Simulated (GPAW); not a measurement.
BaTiO3 (Pm-3m): how ε∞ follows the gap

The empty bands of BaTiO3 (Pm-3m) are shifted up rigidly by Δ, and ε∞ is computed for each shift.

Symmetry: Pm-3m, No. 221, cubic system. The conventional cell has a = 4.006 Å, b = 4.006 Å, c = 4.006 Å, α = 90.00°, β = 90.00°, γ = 90.00°. Ba on site b has 12 O at 2.83 Å as nearest neighbours. Around Ti on site a lie 6 O at 2.00 Å. O on site d is surrounded by 2 Ti at 2.00 Å.

Method: GPAW 26.7.0, LDA, RPA, k-mesh 8×8×8, local fields up to 50 eV, Lorentzian half width 0.15 eV.

Launch of the response step: `OMP_NUM_THREADS=1 python df.py`. The series took 4.5 min in all, its band step included, on 1 thread of Arm Neoverse V1, with other jobs on the host.

```
Δ (eV)     ε∞
  0.00  6.321
  0.40  5.954
  0.80  5.644
  1.20  5.380
  1.60  5.151
  2.00      ?
```

With one effective transition at E₀ and fixed dipole strength, ε∞ − 1 = A/(E₀ + Δ), so 1/(ε∞ − 1) is linear in Δ.

Working, on the rows shown:

| x = Δ (eV) | y = 1/(ε∞ − 1) |
| --- | --- |
| 0 | 0.187935 |
| 0.4 | 0.201857 |
| 0.8 | 0.215332 |
| 1.2 | 0.228311 |
| 1.6 | 0.240906 |

Means: x̄ = 0.8, ȳ = 0.21487. Σ(x − x̄)(y − ȳ) = 0.05296, Σ(x − x̄)² = 1.6. Slope = 0.05296 / 1.6 = 0.0331; intercept = ȳ − slope · x̄ = 0.18839. Turned back into ε∞, the line misses the rows shown by at most 0.013.

Fill in the last column of the withheld row.

At x = 2 the line gives y = 0.25459, that is 4.928. The run gave 4.948, so the extrapolation is off by 0.02, 1.5 % of the range in the table.

Refitted with all rows, the slope is 0.03264 and the intercept 0.18864. These give E₀ = intercept/slope = 5.8 eV, far above the least direct gap of 1.83 eV: most of the screening comes from transitions well over the edge. Over the first step ε∞ falls by 15 % per eV. Excitons are left out; LDA gaps are as a rule too small. The values come from a sum over the points of one k-mesh and carry its error, which grows as the direct gap shrinks. This version of GPAW has incomplete matrix elements in the optical limit, which can lower ε − 1 by up to a tenth where first-row anions or d states rule. Spin-orbit coupling is left out.

[Logs are printed without paths, hosts, clocks, repeated set-up lines and the standing remarks that a program may print on its own settings, such as how far it seeks lower states.]
